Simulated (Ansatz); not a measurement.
# Graphene/h-AlN heterobilayer (68 atoms): geometry optimisation

Aim: bring graphene/h-AlN heterobilayer (68 atoms) to a nearby minimum of the energy and see what moves.

Main program and level: Ansatz 0.2.0; Kohn-Sham DFT, PBE+D4, PAW (set soft_2), plane waves.

### 1. The starting structure

The cell holds 68 atoms: 42 C, 13 Al and 13 N. Cell: a = 11.279 Å, b = 11.279 Å, c = 19.440 Å, α = 90.0°, β = 90.0°, γ = 120.0°. It derives from C and AlN. 21 cells of graphene (a = 2.46 Å, strained +0.05 %) and 13 cells of h-AlN (a = 3.13 Å, -0.05 %) on one hexagonal cell, twist 57.00 deg; facing planes 3.44 Å apart; 16 Å of vacuum; displaced by a Gaussian of 0.01 Å. Regions: layer 1, 42 atoms (42 C); layer 2, 26 atoms (13 Al and 13 N). Vacuum lies along c.

Structure file:

```xyz
68
Lattice="11.2793 0.0000 0.0000 -5.6396 9.7682 0.0000 0.0000 0.0000 19.4400" Properties=species:S:1:pos:R:3
C     0.2861    1.3971    7.9784
C     1.3336    0.4600    7.9980
C    -0.5333    3.6991    7.9883
C     0.5461    2.7840    8.0075
C    -1.3539    6.0274    7.9881
C    -0.2644    5.1071    8.0163
C    -2.1536    8.3676    7.9990
C    -1.0680    7.4401    8.0188
C     2.6897    0.9209    8.0075
C     3.7450    0.0013    7.9828
C     1.8839    3.2615    8.0048
C     2.9648    2.3325    8.0139
C     1.0604    5.5820    8.0040
C     2.1508    4.6358    8.0106
C     0.2737    7.9062    7.9883
C     1.3443    6.9468    8.0254
C     5.0938    0.4694    7.9914
C     0.5454    9.2872    8.0025
C     4.3001    2.7931    8.0021
C     5.3838    1.8537    8.0089
C     3.5042    5.1276    7.9970
C     4.5563    4.1812    7.9996
C     2.6876    7.4279    8.0075
C     3.7666    6.5104    7.9955
C     7.5400    0.0027    8.0062
C     2.9553    8.8372    7.9891
C     6.7158    2.3236    8.0056
C     7.8064    1.3773    7.9718
C     5.9231    4.6465    7.9762
C     6.9828    3.7230    7.9964
C     5.1025    6.9821    7.9966
C     6.1913    6.0624    7.9998
C     4.2731    9.2916    8.0011
C     5.3569    8.3702    8.0110
C     9.1256    1.8599    7.9922
C    10.2089    0.9254    7.9964
C     8.3280    4.1974    8.0103
C     9.3944    3.2508    7.9821
C    -3.7615    6.5274    7.9828
C    -2.6855    5.5795    7.9900
C    -4.5535    8.8272    7.9821
C    -3.4961    7.9105    7.9924
Al   -0.7917    3.6107   11.4408
N     0.4914    2.3580   11.4329
Al   -1.6786    6.6157   11.4457
N    -0.3671    5.3756   11.4367
Al   -2.5393    9.6463   11.4395
N    -1.2299    8.3690   11.4196
Al    2.2414    2.8643   11.4414
N     3.5669    1.6299   11.4340
Al    1.3633    5.8756   11.4437
N     2.6533    4.6174   11.4414
Al    0.5011    8.8796   11.4554
N     1.7930    7.6148   11.4492
Al    5.2749    2.1241   11.4237
N     6.5729    0.8465   11.4329
Al    4.4060    5.1219   11.4397
N     5.6916    3.8652   11.4465
Al    3.5268    8.1465   11.4342
N     4.8406    6.8782   11.4140
Al    8.2952    1.3552   11.4441
N     9.6133    0.1234   11.4395
Al    7.4472    4.3806   11.4416
N     8.7423    3.1167   11.4360
Al    6.5829    7.3503   11.4264
N    -3.4082    6.1141   11.4404
Al    0.0540    0.6221   11.4342
N    -4.2562    9.1239   11.4424
```

### 2. Single point at the start

A single point comes first, to see the forces before anything moves.

Input file input.yaml:

```yaml
crystal:
  lattice:
    - [11.2793, 0.0, 0.0]
    - [-5.63965, 9.76816, 0.0]
    - [0.0, 0.0, 19.44]
  atoms:
    - { symbol: C, position: [0.09688, 0.14303, 0.41041] }
    - { symbol: C, position: [0.14178, 0.04709, 0.41142] }
    - { symbol: C, position: [0.14206, 0.37869, 0.41092] }
    - { symbol: C, position: [0.19092, 0.28501, 0.41191] }
    [... 58 atom lines left out ...]
    - { symbol: Al, position: [0.88448, 0.44846, 0.58856] }
    - { symbol: "N", position: [0.93461, 0.31907, 0.58827] }
    - { symbol: Al, position: [0.95987, 0.75248, 0.58778] }
    - { symbol: "N", position: [0.0108, 0.62592, 0.5885] }
    - { symbol: Al, position: [0.03663, 0.06369, 0.58818] }
    - { symbol: "N", position: [0.08968, 0.93405, 0.5886] }
kpoints:
  mp_grid: { grid: [2, 2, 1] }
hamiltonian:
  xc: pbe
  dispersion: d4
scf:
  occupations: { method: fermi_dirac, width: 0.05 }
output:
  forces: true
  populations: intrinsic
  dos:
    method: { smearing: { sigma: 0.1 } }
    de: 0.1
    projected:
      site_lists:
        Al: [Al]
        C: [C]
        "N": ["N"]
        layer_1: [0, 1, 2, 3, 4, 5, 6, 7, 8, 9, 10, 11, 12, 13, 14, 15, 16, 17, 18, 19, 20, 21, 22, 23, 24, 25, 26, 27, 28, 29, 30, 31, 32, 33, 34, 35, 36, 37, 38, 39, 40, 41]
        layer_2: [42, 43, 44, 45, 46, 47, 48, 49, 50, 51, 52, 53, 54, 55, 56, 57, 58, 59, 60, 61, 62, 63, 64, 65, 66, 67]
  eigenvalues: true
```

Command:

```sh
$ ansatz run input.yaml --threads 4 --pin off --max-ram 8192MiB --backend cpu --events-out ev --progress --plain --runs-dir out
```

Numbers of over 12 decimals in the logs are rounded to 6 here.

What it wrote:

```text
Engine: ansatz 0.2.0, aarch64-unknown-linux-gnu
Pseudopotentials: kind: paw
Pseudopotential: C, paw, valence charge 4, recommended cutoff 420 eV (normal), C.paw.azcp
Pseudopotential: Al, paw, valence charge 3, recommended cutoff 420 eV (normal), Al.paw.azcp
Pseudopotential: N, paw, valence charge 5, recommended cutoff 420 eV (normal), N.paw.azcp
[... 5 lines on functional and potentials left out ...]
Crystal: 68 atoms, lattice volume = 2141.860 Å³
Basis set: ecut = 420 eV, 41855 PW (Γ), exchange–correlation on 160×160×270 points (8 copies of the dense FFT grid, shifted against one another)
Bands: 204, of which v1, the nominal top of the filled ones, is band 136 counted from 1 (135 counted from 0)
Symmetry: 1 space group operations
Space group: P1 (ITA 1), of the structure as read, at distance tolerance 1.3e-4 Å
k-points: 4
[... 7 lines on functional and potentials left out ...]
Initial density: superposition of atomic densities (neutral atoms: chi_scale 0, normalization atom), corrected by the library's trained network
Initial wavefunctions: pseudopotential atomic-orbital guess
Functional: x = pbe(κ = 0.804, μ = 0.219515), c = pbe(β = 0.066725)
SCF iter   1: F=—  HF=-22550.833643 eV  |F-HF|=—  |Δ(HF+E_count)|=         —  Δρ=2.88e-3  dr2=2.19e-1  ethr=1.77e-3  ⟨swp⟩=12.2  Hψ=5852  notcnv=0  defer=127
preconditioner: auto → LDOS  [metal: Δε(μ)=0.029 eV  Ē_g=12.903 eV  σ=0.050 eV  W_gap=0.14  n_scr=250 (ndim 8)  ℏωp=13.2 eV  f_vac=0.619  D(μ)=8.73/eV (n_scr^D=22)  β→1.0]
SCF iter   2: F=—  HF=-22550.868329 eV  |F-HF|=—  |Δ(HF+E_count)|=   3.47e-2  Δρ=3.38e-3  dr2=3.03e-1  ethr=8.05e-5  ⟨swp⟩=2.2  Hψ=1440  notcnv=0  defer=242
SCF iter   3: F=—  HF=-22550.809585 eV  |F-HF|=—  |Δ(HF+E_count)|=   5.87e-2  Δρ=1.69e-3  dr2=6.34e-2  ethr=8.05e-5  ⟨swp⟩=2.0  Hψ=1048  notcnv=0  defer=242
SCF iter   4: F=—  HF=-22550.793656 eV  |F-HF|=—  |Δ(HF+E_count)|=   1.59e-2  Δρ=2.51e-4  dr2=2.98e-3  ethr=2.33e-5  ⟨swp⟩=2.0  Hψ=1408  notcnv=0  defer=242
SCF iter   5: F=—  HF=-22550.792948 eV  |F-HF|=—  |Δ(HF+E_count)|=   7.08e-4  Δρ=9.79e-5  dr2=3.65e-4  ethr=1.10e-6  ⟨swp⟩=2.0  Hψ=1036  notcnv=0  defer=242
SCF iter   6: F=—  HF=-22550.792911 eV  |F-HF|=—  |Δ(HF+E_count)|=   3.66e-5  Δρ=4.35e-5  dr2=6.98e-5  ethr=1.34e-7  ⟨swp⟩=2.0  Hψ=1046  notcnv=0  defer=242
SCF iter   7: F=—  HF=-22550.793182 eV  |F-HF|=—  |Δ(HF+E_count)|=   2.71e-4  Δρ=2.64e-5  dr2=3.07e-5  ethr=2.56e-8  ⟨swp⟩=2.0  Hψ=1069  notcnv=0  defer=242
SCF iter   8: F=—  HF=-22550.793183 eV  |F-HF|=—  |Δ(HF+E_count)|=   1.16e-6  Δρ=8.86e-6  dr2=5.13e-6  ethr=1.13e-8  ⟨swp⟩=2.0  Hψ=863  notcnv=0  defer=242
SCF iter   9: F=—  HF=-22550.793186 eV  |F-HF|=—  |Δ(HF+E_count)|=   3.09e-6  Δρ=7.10e-6  dr2=1.66e-6  ethr=1.89e-9  ⟨swp⟩=2.0  Hψ=1060  notcnv=0  defer=242
SCF iter  10: F=—  HF=-22550.793186 eV  |F-HF|=—  |Δ(HF+E_count)|=   2.01e-7  Δρ=2.12e-6  dr2=1.41e-7  ethr=6.09e-10  ⟨swp⟩=2.0  Hψ=1041  notcnv=0  defer=242
SCF iter  11: F=-22550.793187 eV  HF=-22550.793187 eV  |F-HF|=3.58e-7  |Δ(HF+E_count)|=   7.56e-7  Δρ=8.75e-7  dr2=1.63e-8  ethr=3.68e-11  ⟨swp⟩=31.2  Hψ=6467  notcnv=0
SCF 1 converged in 11 iterations: F = -22550.793187 eV  dr2 = 1.63e-8
  greatest PAW one-centre occupation: 0.792 electrons in one spin orbital (limit 2), on the N atom at site 65 (counted from 0), in its partial waves of l = 0
SCF converged after 11 iterations
Free energy (F): -22550.793187 eV
Harris-Foulkes:  -22550.793187 eV  (|F-HF|=3.58e-7)
Internal energy: -22550.730038 eV  (E = F + TS)
E sigma→0 (E₀):  -22550.761612 eV
Entropy (-TS):   -0.063150 eV (-0.929 meV/atom)
Fermi energy:    -0.878590 eV
--- Per-component energies (eV) ---
  E_band       = -2351.767516
  E_kinetic    = 5849.388427
  E_local      = -106102.443253  (includes V_loc(G=0)·N_el)
  E_nonlocal   = 1876.146894
  E_hartree    = 50242.080155
  E_xc         = -3319.044534
  E_vxc        = -3870.107392  (∫ρ·V_xc dr)
  E_paw        = -11910.333641  (= ΣΔE_a)
  E_vpaw       = -588.917257  (= ΣTr[D̂ρ^β])
  E_aug_tail   = 0.001545  (compensation charges beyond the density's cutoff)
  E_ewald      = 40823.759386
  E_disp       = -10.285017  (pairwise vdW)
  E_smearing   = -0.063150  (= −TS)
  E_closure    = -0.000000  (closes the sum)
  Σ components = -22550.793187   (vs F -22550.793187, Δ=0.00e0)
--- Forces (eV/Å), atoms counted from 1 ---
  atom   1  C     -1.06165892    -0.32767164     0.33971680
  atom   2  C      1.14243354    -0.21299391    -0.14352949
  atom   3  C     -0.17952775     0.69475800     0.20817763
  atom   4  C     -0.07206535    -0.02680442    -0.30600664
  atom   5  C      1.02564224     0.80132030     0.33495090
  atom   6  C     -0.88174801    -0.34840753    -0.37905596
  atom   7  C      0.41940624     0.24073769    -0.03452682
  atom   8  C     -0.45974251    -0.32670654    -0.43609693
  atom   9  C     -0.82057121     0.87601425    -0.11749138
  atom  10  C      0.82685561    -0.55846992     0.24392983
  atom  11  C      0.25853237    -0.60926203     0.14157754
  atom  12  C     -0.43456440    -0.65048555    -0.09167356
  atom  13  C      0.89671969    -1.08084707     0.28127063
  atom  14  C      0.17254624     1.36702359    -0.14254012
[...]
atom  67  Al     0.55079316    -0.54758494     0.01279373
  atom  68  N     -0.60435703     0.02278559    -0.02577505
  max |Σ_I F_I| component: 1.15e-4 eV/Å
--- Band table (eV) ---
  k-point 0: bands = ["-20.4406", "-19.3701", "-19.3506", "-19.3257", [... 188 levels ...], "6.0807", "6.0883", "6.0898", "6.0928", "6.0998", "6.5546", "6.7893", "6.7963", "6.8221", "6.8388", "6.8567", "6.8827"]
[...]
--- intrinsic populations: 68 sites ---
  site symbol       q [e]
     0      C      4.0002
     1      C      3.9956
     2      C      4.0022
[...]
67      N      6.1433
  spilling = 0.000000 (of n_electrons = 272.000000)
```

It took 2.7 min on 4 threads of Arm Neoverse N1, shared host; peak memory 6.5 GiB; 11 min of CPU time.

The column dr2 measures how far the density is from self-consistency, as an energy; F and HF (Harris–Foulkes) agree once it is small.

The program notes that it cut back its work space to fit the memory limit.

Read from the output:

* free energy: -22550.7932 eV
* free energy per atom: -331.6293 eV/atom
* SCF cycles: 11
* r.m.s. force component: 0.4791 eV/Å
* longest force: 1.603 eV/Å
* Fermi energy: -0.8786 eV
* levels partly filled by over 2 per cent: 4

The r.m.s. force component of 0.48 eV/Å sets the starting point.

Length of the force by element:

```tsv
element	coordination	atoms	mean length of the force (eV/Å)	spread	least	most
Al	all	13	0.485	0.194	0.174	0.791
C	all	42	0.892	0.408	0.234	1.60
N	all	13	0.431	0.190	0.0952	0.796
```

### 3. Relaxation

With the cell held, the atoms are moved downhill towards a nearby minimum.

input.yaml, the sections that differ from step 2:

```yaml
output:
  forces: true
relax:
  f_tol: 0.03
  max_steps: 99
# crystal, kpoints, hamiltonian, scf: as in step 2
```

What it wrote:

```text
[...]
Crystal: 68 atoms, lattice volume = 2141.860 Å³
Basis set: ecut = 420 eV, 41855 PW (Γ), exchange–correlation on 160×160×270 points (8 copies of the dense FFT grid, shifted against one another)
Bands: 204, of which v1, the nominal top of the filled ones, is band 136 counted from 1 (135 counted from 0)
Symmetry: 1 space group operations
[...]
k-points: 4
[...]
SCF iter   1: F=—  HF=-22550.833644 eV  |F-HF|=—  |Δ(HF+E_count)|=         —  Δρ=2.88e-3  dr2=2.19e-1  ethr=1.77e-3  ⟨swp⟩=12.2  Hψ=5852  notcnv=0  defer=127
[...]
SCF iter   8: F=-22550.793184 eV  HF=-22550.793183 eV  |F-HF|=4.20e-7  |Δ(HF+E_count)|=   1.22e-6  Δρ=8.87e-6  dr2=5.17e-6  ethr=8.27e-9  ⟨swp⟩=4.0  Hψ=2016  notcnv=0
SCF 1 converged in 8 iterations: F = -22550.793184 eV  dr2 = 5.17e-6
[...]
relax step   1: F+E_penalty+E_count = -22550.79318362 eV  Δ(F+E_penalty+E_count) = +0.000e0 eV  max|allowed force component| = 1.433e0 eV/Å  Δτ_max = 0.0000 Å  (8 SCF iters, dr2 threshold 2.25e-5 eV, accepted)
[...]
relax step   2: F+E_penalty+E_count = -22551.08108338 eV  Δ(F+E_penalty+E_count) = -2.879e-1 eV  max|allowed force component| = 7.355e-1 eV/Å  Δτ_max = 0.0863 Å  (7 SCF iters, dr2 threshold 1.00e-4 eV, accepted)
[...]
relax step   3: F+E_penalty+E_count = -22551.16432902 eV  Δ(F+E_penalty+E_count) = -8.325e-2 eV  max|allowed force component| = 8.442e-2 eV/Å  Δτ_max = 0.0662 Å  (7 SCF iters, dr2 threshold 3.38e-5 eV, accepted)
[...]
relax step   4: F+E_penalty+E_count = -22551.17244400 eV  Δ(F+E_penalty+E_count) = -8.115e-3 eV  max|allowed force component| = 1.179e-2 eV/Å  Δτ_max = 0.0348 Å  (9 SCF iters, accepted)
SCF converged after 9 iterations
Free energy (F): -22551.172444 eV
[...]
Internal energy: -22551.103142 eV  (E = F + TS)
E sigma→0 (E₀):  -22551.137793 eV
Entropy (-TS):   -0.069302 eV (-1.019 meV/atom)
Fermi energy:    -0.906996 eV
[...]
--- Forces (eV/Å), atoms counted from 1 ---
  atom   1  C      0.00219388    -0.00844143     0.00385662
  atom   2  C     -0.00136451     0.00006122     0.00111423
  atom   3  C      0.00276167    -0.00196260    -0.00237258
  atom   4  C     -0.00091372     0.00796595     0.00774687
  atom   5  C     -0.00290395    -0.00287825     0.00046327
  atom   6  C      0.00001241     0.00277023     0.00673413
  atom   7  C     -0.00239111    -0.00476326     0.00422561
  atom   8  C     -0.00637910     0.00303944     0.00551271
  atom   9  C      0.00411963    -0.00001133     0.00323917
  atom  10  C     -0.00108768     0.00635460     0.00137245
  atom  11  C     -0.00054426    -0.00670685    -0.00076293
  atom  12  C     -0.00137297     0.00232744     0.00180848
  atom  13  C      0.00616458    -0.00649903    -0.00099972
  atom  14  C     -0.00477497     0.00250574     0.00832661
[...]
atom  67  Al     0.00028495     0.00004375    -0.00506224
  atom  68  N     -0.00234639     0.00080606    -0.01056895
  max |Σ_I F_I| component: 7.33e-5 eV/Å
--- Relaxed structure (4 steps of the walk, 4 accepted, 0 SCFs on fresh bases) ---
  F+E_penalty+E_count = -22551.17244400 eV   max|allowed force component| = 1.179e-2 eV/Å
  atoms:
    - { symbol: C, position: [0.095206, 0.142560, 0.410364] }
    - { symbol: C, position: [0.142783, 0.047256, 0.410481] }
    - { symbol: C, position: [0.142798, 0.380613, 0.410465] }
    - { symbol: C, position: [0.190410, 0.285356, 0.410385] }
[...]
- { symbol: N, position: [0.088610, 0.934441, 0.588019] }
```

Elapsed: 4 min, on 4 threads; peak memory 6.4 GiB; 16 min of CPU time.

Step by step:

```tsv
step	energy less that of the first step (eV)	largest force component (eV/Å)
1	0.0000	1.4331
2	-0.2879	0.7355
3	-0.3711	0.0844
4	-0.3793	0.0118
```

The atoms that moved most (Å):

```tsv
atom	dx	dy	dz	length
C28	-0.017	0.015	0.073	0.076
C17	0.009	-0.008	0.067	0.068
C34	0.015	-0.001	-0.052	0.054
C20	-0.012	0.004	0.052	0.053
C18	-0.007	0.012	0.049	0.051
C10	0.015	-0.005	0.047	0.050
C27	0.000	-0.001	0.046	0.046
C25	-0.019	-0.006	0.036	0.041
```

The relaxation changed the energy by -5.58 meV/atom, and atoms moved by 0.028 Å r.m.s., 0.076 Å at most.

### 4. Distances and neighbours after relaxation

Bonds before and after, by the cutoffs listed below:

```tsv
pair	bonds before	bonds after	mean before (Å)	mean after (Å)	spread before (Å)	spread after (Å)
C-C	63	63	1.421	1.421	0.014	0.000
Al-N	39	39	1.806	1.806	0.014	0.001
```

Normalised to the volume that the atoms fill. g(r), total and by pair (bins of 0.2 Å):

```tsv
r (Å)	total	C-C	C-Al	C-N	Al-Al	Al-N	N-N
1.40	3.23	8.45	0.00	0.00	0.00	0.00	0.00
1.60	0.00	0.00	0.00	0.00	0.00	0.00	0.00
1.80	1.22	0.00	0.00	0.00	0.00	16.65	0.00
2.00	0.00	0.00	0.00	0.00	0.00	0.00	0.00
2.20	0.00	0.00	0.00	0.00	0.00	0.00	0.00
2.40	2.14	5.60	0.00	0.00	0.00	0.00	0.00
2.60	0.00	0.00	0.00	0.00	0.00	0.00	0.00
2.80	0.82	2.15	0.00	0.00	0.00	0.00	0.00
3.00	0.00	0.00	0.00	0.00	0.00	0.00	0.00
3.20	0.83	0.00	0.00	0.00	11.35	0.00	11.35
3.40	0.10	0.00	0.26	0.18	0.00	0.00	0.00
3.60	0.69	0.00	0.71	0.88	0.00	4.22	0.00
3.80	1.26	2.41	0.73	0.70	0.00	0.00	0.00
4.00	0.33	0.00	0.71	0.69	0.00	0.00	0.00
4.20	1.00	1.88	0.60	0.57	0.00	0.00	0.00
4.40	0.32	0.00	0.71	0.66	0.00	0.00	0.00
4.60	0.25	0.00	0.54	0.52	0.00	0.00	0.00
4.80	0.67	0.00	0.63	0.69	0.00	4.87	0.00
5.00	0.76	1.42	0.49	0.44	0.00	0.00	0.00
5.20	0.77	1.31	0.55	0.60	0.00	0.00	0.00
5.40	0.50	0.00	0.47	0.49	3.77	0.00	3.77
5.60	0.46	0.54	0.53	0.53	0.00	0.00	0.00
5.80	0.21	0.00	0.45	0.46	0.00	0.00	0.00
6.00	0.21	0.00	0.45	0.44	0.00	0.00	0.00
6.20	0.77	0.90	0.49	0.44	2.82	0.00	2.82
6.40	0.17	0.00	0.35	0.39	0.00	0.00	0.00
6.60	1.04	1.61	0.52	0.49	0.00	2.60	0.00
6.80	0.17	0.00	0.36	0.34	0.00	0.00	0.00
```

Bonds by pair of elements; cutoffs follow the first minimum of g(r), held within bounds set by covalent radii, and pairs that aren't listed don't count as bonded:

```tsv
pair A-B	cutoff (Å)	bonds	mean length (Å)	spread (Å)	shortest (Å)	B about A	A about B
C-C	1.82	63	1.42	0	1.42	3	3
Al-N	2.25	39	1.81	0.001	1.80	3	3
```

How many atoms have how many bonded neighbours:

```tsv
element	mean	3
Al	3	13
C	3	42
N	3	13
```

Bond angles (no mean is given where the spread exceeds 20°):

```tsv
angle	count	mean (°)	spread (°)
C-C-C	126	120	0
N-Al-N	39	120	0
Al-N-Al	39	120	0
```

Counting bonds as in the table, all Al atoms have 3, all C atoms have 3 and all N atoms have 3 bonded neighbours.

(Part 1 of 2 ends here.)

[Logs are printed without paths, hosts, clocks, repeated set-up lines and the standing remarks that a program may print on its own settings, such as how far it seeks lower states.]

[Hosts, paths, dates, database ids (printed as entryN), source tags and the programs' standing remarks are cut or masked in the printed files.]
